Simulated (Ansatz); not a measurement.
## (KF)1(LiBr)3 [001] superlattice, started as rocksalt type: the cell at rest

Aim: bring (KF)1(LiBr)3 [001] superlattice, started as rocksalt type to small forces and stress, as phonons need.

Method: DFT PBEsol, scalar-relativistic, plane waves, PAW, in Ansatz 0.2.0.

The structure was built from a prototype and need not be the compound's stable phase.

## Step 1: The structure

Symmetry: P4/mmm, No. 123, tetragonal system. The conventional cell has a = 3.863 Å, b = 3.863 Å, c = 10.925 Å, α = 90.00°, β = 90.00°, γ = 90.00°. Nearest to Br lie 5 Li at 2.73 Å and 1 K at 2.73 Å. Nearest to Br lie 6 Li at 2.73 Å. F has 2 Li at 2.73 Å and 4 K at 2.73 Å nearest. K has 2 Br at 2.73 Å and 4 F at 2.73 Å nearest. Nearest to Li lie 5 Br at 2.73 Å and 1 F at 2.73 Å. Li has 6 Br at 2.73 Å nearest. Farther neighbours and most contacts between anions are not listed.

## Step 2: Probe on a coarse mesh

First a cheap look: the gap decides the mesh and the occupations, the pressure tells how far the cell has to move.

Contents of input.yaml:

```yaml
crystal:
  lattice:
    - [2.73125, 2.73125, 0.0]
    - [-2.73125, 2.73125, 0.0]
    - [0.0, 0.0, 10.925]
  atoms:
    - { symbol: Br, position: [0.0, 0.0, 0.25] }
    - { symbol: Br, position: [0.5, 0.5, 0.5] }
    - { symbol: Br, position: [0.0, 0.0, 0.75] }
    - { symbol: F, position: [0.5, 0.5, 0.0] }
    - { symbol: K, position: [0.0, 0.0, 0.0] }
    - { symbol: Li, position: [0.5, 0.5, 0.25] }
    - { symbol: Li, position: [0.0, 0.0, 0.5] }
    - { symbol: Li, position: [0.5, 0.5, 0.75] }
kpoints:
  mp_grid: { grid: [6, 6, 2] }
hamiltonian:
  xc: pbesol
scf:
  occupations: { method: gaussian, width: 0.1 }
output:
  forces: true
  stress: true
  eigenvalues: true
```

Started as:

```sh
> ansatz run input.yaml --threads 8 --pin off --max-ram 14336MiB --backend cpu --events-out ev --progress --plain --runs-dir out
```

Numbers of over 12 decimals in the logs are rounded to 6 here.

The log of the run:

```text
Engine: ansatz 0.2.0, aarch64-unknown-linux-gnu
Pseudopotentials: kind: paw
Pseudopotential: Br, paw, valence charge 7, recommended cutoff 420 eV (normal), Br.paw.azcp
Pseudopotential: F, paw, valence charge 7, recommended cutoff 420 eV (normal), F.paw.azcp
Pseudopotential: K, paw, valence charge 9, recommended cutoff 420 eV (normal), K.paw.azcp
[...]
k-point 0: bands = [... 19 lower, 1.4696, 1.7981, 1.7981, 1.9181, 6.7503, 8.3511, 8.4096, 8.9979, ... 3 higher]
  k-point 1: bands = [... 19 lower, 1.5436, 1.5436, 1.7469, 1.7469, 7.3110, 7.3826, 8.6096, 9.1888, ... 3 higher]
  k-point 2: bands = [... 19 lower, 1.3796, 1.4189, 1.8191, 1.8638, 7.3412, 8.3981, 8.5020, 9.2160, ... 3 higher]
  k-point 19: bands = [... 19 lower, 1.1330, 1.3199, 1.3888, 1.3888, 8.3933, 8.6322, 9.1118, 9.4918, ... 3 higher]
[key lines of the parts left out:]
SCF converged after 7 iterations
Free energy (F): -11146.049034 eV
Fermi energy:    4.334208 eV
P = ⅓ Tr σ = 0.7060 GPa (7.060 kbar)
```

Wall time 0.98 s (8 threads of Arm Neoverse V2, shared host); peak memory 0.74 GiB; 6.5 s of CPU time.

A gap read on the k-mesh alone can miss the band edges.

Numbers from this step:

```
pressure           : 0.7060 GPa
gap on the k-mesh  : 4.832 eV
volume per atom    : 20.37 Å³
direct gap on mesh : 4.832 eV
```

The coarse mesh shows a gap of 4.83 eV and a pressure of 0.7 GPa.

## Step 3: Rough relaxation

A rough relaxation comes first, because large forces or stress need no tight tolerances yet.

Edit input.yaml of step 2 so:

```diff
@@ -24 +24,6 @@
   eigenvalues: true
+relax:
+  adjacent_minimum: "off"
+  f_tol: 0.05
+  max_steps: 80
+  cell: { stress_tol: 0.5 }
```

The log of the run:

```text
[...]
Crystal: 8 atoms, lattice volume = 162.995 Å³
Basis set: ecut = 420 eV, 3245 PW (Γ), exchange–correlation on 54×54×150 points (8 copies of the dense FFT grid, shifted against one another)
Bands: 31, of which v1, the nominal top of the filled ones, is band 23 counted from 1 (22 counted from 0)
Symmetry: 16 space group operations
[...]
k-points: 20 of 72
[...]
- [-2.644050, 2.644050, 0.0]
    - [0.0, 0.0, 11.657552]
  atoms:
    - { symbol: Br, position: [0, 0, 0.266927] }
    - { symbol: Br, position: [0.5, 0.5, 0.500000] }
    - { symbol: Br, position: [0, 0, 0.733073] }
    - { symbol: F, position: [0.5, 0.5, 3.1756951505296234e-19] }
    - { symbol: K, position: [0, 0, 3.1756951505296234e-19] }
    - { symbol: Li, position: [0.5, 0.5, 0.262307] }
    - { symbol: Li, position: [0, 0, 0.500000] }
    - { symbol: Li, position: [0.5, 0.5, 0.737693] }
[key lines of the parts left out:]
SCF converged after 5 iterations
Free energy (F): -11146.450816 eV
Fermi energy:    4.384627 eV
P = ⅓ Tr σ = 0.2639 GPa (2.639 kbar)
```

Elapsed: 5 s, on 8 threads; peak memory 0.78 GiB; 35 s of CPU time.

Step by step:

| step | energy less that of the first step (eV) | largest force component (eV/Å) | pressure (GPa) | volume (Å³) |
| --- | --- | --- | --- | --- |
| 1 | 0.0000 | 1.3772 | 0.71 | 163.00 |
| 2 | -0.3340 | 0.0533 | -0.20 | 163.42 |
| 3 | -0.3599 | 0.0465 | -0.01 | 162.54 |
| 4 | -0.3972 | 0.0469 | 0.22 | 163.00 |
| 5* | -0.4018 | 0.0473 | 0.26 | 163.00 |

Relaxation steps marked * repeat the geometry before them on a plane-wave basis chosen anew for their cell, so energy and pressure can jump there.

Forces are held to the 16 operations that the run works with; a distortion that breaks them can't arise in this run.

| conventional cell, symmetrised | before | after | change |
| --- | --- | --- | --- |
| a (Å) | 3.863 | 3.739 | -3.2 % |
| b (Å) | 3.863 | 3.739 | -3.2 % |
| c (Å) | 10.925 | 11.658 | +6.7 % |
| volume (Å³/atom) | 20.37 | 20.37 | +0.0 % |

The atoms that moved most (Å, as changes of fractional coordinates times the final cell):

| atom | dx | dy | dz | length |
| --- | --- | --- | --- | --- |
| Br1 | 0.000 | 0.000 | 0.197 | 0.197 |
| Br3 | 0.000 | 0.000 | -0.197 | 0.197 |
| Li6 | 0.000 | 0.000 | 0.143 | 0.143 |
| Li8 | 0.000 | 0.000 | -0.143 | 0.143 |

Numbers from this step:

```yaml
pressure: 0.2639 GPa
gap_on_the_k_mesh: 4.931 eV
direct_gap_on_mesh: 5.017 eV
```

In this step the volume went from 20.37 to 20.37 Å³/atom.

## Step 4: Bringing the structure to rest

The cell and atoms are relaxed, since residual forces and stress would shift the frequencies.

Contents of input.yaml:

```yaml
crystal:
  lattice:
    - [2.6440504267, 2.6440504267, 0.0]
    - [-2.6440504267, 2.6440504267, 0.0]
    - [0.0, 0.0, 11.6575520146]
  atoms:
    - { symbol: Br, position: [0.0, 0.0, 0.2669272094] }
    - { symbol: Br, position: [0.5, 0.5, 0.5] }
    - { symbol: Br, position: [0.0, 0.0, 0.7330727906] }
    - { symbol: F, position: [0.5, 0.5, 0.0] }
    - { symbol: K, position: [0.0, 0.0, 0.0] }
    - { symbol: Li, position: [0.5, 0.5, 0.2623073203] }
    - { symbol: Li, position: [0.0, 0.0, 0.5] }
    - { symbol: Li, position: [0.5, 0.5, 0.7376926797] }
kpoints:
  mp_grid: { grid: [6, 6, 2] }
hamiltonian:
  xc: pbesol
scf:
  occupations: { method: gaussian, width: 0.02 }
output:
  forces: true
  stress: true
  eigenvalues: true
  write_density: true
  write_potential: true
  elf: true
  volumetric_format: npy
relax:
  adjacent_minimum: "off"
  f_tol: 0.005
  max_steps: 80
  cell: { stress_tol: 0.05 }
```

The log of the run:

```text
[...]
Crystal: 8 atoms, lattice volume = 162.996 Å³
Basis set: ecut = 420 eV, 3175 PW (Γ), exchange–correlation on 50×50×160 points (8 copies of the dense FFT grid, shifted against one another)
Bands: 31, of which v1, the nominal top of the filled ones, is band 23 counted from 1 (22 counted from 0)
Symmetry: 16 space group operations
[...]
k-points: 20 of 72
[...]
SCF iter   1: F=—  HF=-11146.466926 eV  |F-HF|=—  |Δ(HF+E_count)|=         —  Δρ=6.57e-3  dr2=5.83e-2  ethr=1.77e-3  ⟨swp⟩=9.4  Hψ=3552  notcnv=0  defer=1
[...]
SCF iter   7: F=-11146.450816 eV  HF=-11146.450816 eV  |F-HF|=1.20e-9  |Δ(HF+E_count)|=   6.72e-8  Δρ=1.62e-6  dr2=8.71e-9  ethr=2.17e-10  ⟨swp⟩=15.2  Hψ=4683  notcnv=0
SCF 1 converged in 7 iterations: F = -11146.450816 eV  dr2 = 8.71e-9
[...]
relax step   1: F+E_penalty+E_count = -11146.45081561 eV  Δ(F+E_penalty+E_count) = +0.000e0 eV  max|allowed force component| = 4.734e-2 eV/Å  Δτ_max = 0.0000 Å  P = +0.264 GPa  Ω = 162.996 Å³  (7 SCF iters, dr2 threshold 1.00e-7 eV, accepted)
Crystal: 8 atoms, lattice volume = 165.884 Å³
Basis set: ecut = 420 eV, 3239 PW (Γ), exchange–correlation on 50×50×160 points (8 copies of the dense FFT grid, shifted against one another)
[...]
SCF iter   6: F=-11146.448619 eV  HF=-11146.448619 eV  |F-HF|=1.94e-8  |Δ(HF+E_count)|=   1.99e-6  Δρ=4.23e-6  dr2=5.86e-8  ethr=8.59e-10  ⟨swp⟩=11.6  Hψ=4759  notcnv=0
SCF 2 converged in 6 iterations: F = -11146.448619 eV  dr2 = 5.86e-8
relax step   2: F+E_penalty+E_count = -11146.44861918 eV  Δ(F+E_penalty+E_count) = +2.196e-3 eV  max|allowed force component| = 1.223e-1 eV/Å  Δτ_max = 0.0599 Å  P = -0.067 GPa  Ω = 165.884 Å³  energy of the carried Pulay correction = -1.617e-3 eV  (6 SCF iters, dr2 threshold 3.95e-7 eV, rejected (line search))
Crystal: 8 atoms, lattice volume = 164.694 Å³
Basis set: ecut = 420 eV, 3207 PW (Γ), exchange–correlation on 50×50×160 points (8 copies of the dense FFT grid, shifted against one another)
[...]
SCF iter   8: F=-11146.453333 eV  HF=-11146.453333 eV  |F-HF|=1.09e-11  |Δ(HF+E_count)|=  6.95e-10  Δρ=1.63e-7  dr2=4.36e-11  ethr=1.00e-12  ⟨swp⟩=5.5  Hψ=3392  notcnv=0
SCF 3 converged in 8 iterations: F = -11146.453333 eV  dr2 = 4.36e-11
relax step   3: F+E_penalty+E_count = -11146.45333281 eV  Δ(F+E_penalty+E_count) = -2.517e-3 eV  max|allowed force component| = 1.774e-2 eV/Å  Δτ_max = 0.0259 Å  P = +0.041 GPa  Ω = 164.694 Å³  energy of the carried Pulay correction = -9.539e-4 eV  (8 SCF iters, accepted)
[...]
relax step   4: F+E_penalty+E_count = -11146.45356912 eV  Δ(F+E_penalty+E_count) = -2.363e-4 eV  max|allowed force component| = 1.394e-2 eV/Å  Δτ_max = 0.0168 Å  P = -0.027 GPa  Ω = 165.336 Å³  energy of the carried Pulay correction = -1.312e-3 eV  (6 SCF iters, dr2 threshold 2.15e-8 eV, accepted)
[...]
relax step   5: F+E_penalty+E_count = -11146.45392474 eV  Δ(F+E_penalty+E_count) = -3.556e-4 eV  max|allowed force component| = 1.738e-3 eV/Å  Δτ_max = 0.0222 Å  P = +0.019 GPa  Ω = 165.367 Å³  energy of the carried Pulay correction = -1.330e-3 eV  (7 SCF iters, dr2 threshold 1.21e-8 eV, accepted)
[...]
relax step   6: F+E_penalty+E_count = -11146.45544080 eV  Δ(F+E_penalty+E_count) = -1.516e-3 eV  max|allowed force component| = 1.653e-3 eV/Å  Δτ_max = 0.0000 Å  P = +0.035 GPa  Ω = 165.367 Å³  stress off target by 6.52e-2 GPa  SCF on the basis re-selected at this cell (its energy is not comparable with the rows above)  (6 SCF iters)
[...]
relax step   7: F+E_penalty+E_count = -11146.45534243 eV  Δ(F+E_penalty+E_count) = +9.838e-5 eV  max|allowed force component| = 5.805e-4 eV/Å  Δτ_max = 0.0045 Å  P = +0.002 GPa  Ω = 165.674 Å³  energy of the carried Pulay correction = -1.711e-4 eV  (6 SCF iters, dr2 threshold 1.06e-8 eV, accepted)
[...]
SCF iter   5: F=-11146.455513 eV  HF=-11146.455513 eV  |F-HF|=2.18e-11  |Δ(HF+E_count)|=  8.33e-10  Δρ=1.27e-7  dr2=2.94e-11  ethr=1.00e-12  ⟨swp⟩=5.1  Hψ=3114  notcnv=0
SCF 8 converged in 5 iterations: F = -11146.455513 eV  dr2 = 2.94e-11
relax step   8: F+E_penalty+E_count = -11146.45551342 eV  Δ(F+E_penalty+E_count) = -1.710e-4 eV  max|allowed force component| = 5.799e-4 eV/Å  Δτ_max = 0.0000 Å  P = +0.003 GPa  Ω = 165.674 Å³  stress off target by 9.57e-3 GPa  SCF on the basis re-selected at this cell (its energy is not comparable with the rows above)  (5 SCF iters)
[...]
SCF converged after 5 iterations
Free energy (F): -11146.455513 eV
[...]
Internal energy: -11146.455513 eV  (E = F + TS)
E sigma→0 (E₀):  -11146.455513 eV
Fermi energy:    4.201664 eV
[...]
--- Forces (eV/Å), atoms counted from 1 ---
  atom   1  Br    -0.00000000     0.00000000    -0.00006464
  atom   2  Br     0.00000000     0.00000000     0.00000000
  atom   3  Br    -0.00000000     0.00000000     0.00006464
  atom   4  F      0.00000000     0.00000000     0.00000000
  atom   5  K      0.00000000     0.00000000     0.00000000
  atom   6  Li     0.00000000     0.00000000     0.00057994
  atom   7  Li     0.00000000     0.00000000     0.00000000
  atom   8  Li    -0.00000000    -0.00000000    -0.00057994
  max |Σ_I F_I| component: 1.21e-27 eV/Å
--- Stress (GPa, compression-positive) ---
        0.000131       0.000000       0.000000
       -0.000000       0.000131       0.000000
        0.000000       0.000000       0.009573
  P = ⅓ Tr σ = 0.0033 GPa (0.033 kbar)
--- Band table (eV; the first three rows and the last of 20) ---
  k-point 0: bands = [... 19 lower, 1.5981, 1.6993, 1.6993, 1.7015, 6.6769, 8.1297, 8.5180, 9.0071, ... 4 higher]
  k-point 1: bands = [... 19 lower, 1.6207, 1.6207, 1.6774, 1.6774, 7.2557, 7.2617, 8.5936, 9.0537, ... 4 higher]
  k-point 2: bands = [... 19 lower, 1.5087, 1.5734, 1.6463, 1.6884, 7.2605, 8.1551, 8.6397, 8.9634, ... 4 higher]
  k-point 19: bands = [... 19 lower, 0.9130, 1.4371, 1.5589, 1.5589, 8.1938, 8.5721, 8.9552, 9.2093, ... 4 higher]
--- Relaxed structure (6 steps of the walk, 5 accepted, 2 SCFs on fresh bases) ---
[...]
cell:  # Å, volume = 165.6738 Å³
    - [2.646906, 2.646906, 0.0]
    - [-2.646906, 2.646906, 0.0]
    - [0.0, 0.0, 11.823521]
  atoms:
    - { symbol: Br, position: [0, 0, 0.269348] }
    - { symbol: Br, position: [0.5, 0.5, 0.5] }
    - { symbol: Br, position: [0, 0, 0.730652] }
    - { symbol: F, position: [0.5, 0.5, 0.0] }
    - { symbol: K, position: [0, 0, 0.0] }
    - { symbol: Li, position: [0.5, 0.5, 0.268251] }
    - { symbol: Li, position: [0, 0, 0.5] }
    - { symbol: Li, position: [0.5, 0.5, 0.731749] }
```

Elapsed: 8.5 s, on 8 threads; peak memory 0.79 GiB; 59 s of CPU time.

Relaxation path:

| step | energy less that of the first step (eV) | largest force component (eV/Å) | pressure (GPa) | volume (Å³) |
| --- | --- | --- | --- | --- |
| 1 | 0.0000 | 0.0473 | 0.26 | 163.00 |
| 2 | 0.0022 | 0.1223 | -0.07 | 165.88 |
| 3 | -0.0025 | 0.0177 | 0.04 | 164.69 |
| 4 | -0.0028 | 0.0139 | -0.03 | 165.34 |
| 5 | -0.0031 | 0.0017 | 0.02 | 165.37 |
| 6* | -0.0046 | 0.0017 | 0.03 | 165.37 |
| 7 | -0.0045 | 0.0006 | 0.00 | 165.67 |
| 8* | -0.0047 | 0.0006 | 0.00 | 165.67 |

Relaxation steps marked * repeat the geometry before them on a plane-wave basis chosen anew for their cell, so energy and pressure can jump there. Relaxation step 2 was tried and not accepted.

The run keeps the 16 symmetry operations that it works with, so distortions that break them were not tested.

| conventional cell, symmetrised | before | after | change |
| --- | --- | --- | --- |
| a (Å) | 3.739 | 3.743 | +0.1 % |
| b (Å) | 3.739 | 3.743 | +0.1 % |
| c (Å) | 11.658 | 11.824 | +1.4 % |
| volume (Å³/atom) | 20.37 | 20.71 | +1.6 % |

The atoms that moved most (Å, as changes of fractional coordinates times the final cell):

| atom | dx | dy | dz | length |
| --- | --- | --- | --- | --- |
| Li8 | 0.000 | 0.000 | -0.070 | 0.070 |
| Li6 | 0.000 | 0.000 | 0.070 | 0.070 |
| Br3 | 0.000 | 0.000 | -0.029 | 0.029 |
| Br1 | 0.000 | 0.000 | 0.029 | 0.029 |

This step gave:

```
pressure           : 0.003278 GPa
gap on the k-mesh  : 4.951 eV
volume per atom    : 20.71 Å³
direct gap on mesh : 4.975 eV
```

(Part 1 of 2 ends here.)

[Logs are printed without paths, hosts, clocks, repeated set-up lines and the standing remarks that a program may print on its own settings, such as how far it seeks lower states.]

[Hosts, paths, dates, database ids (printed as entryN), source tags and the programs' standing remarks are cut or masked in the printed files.]
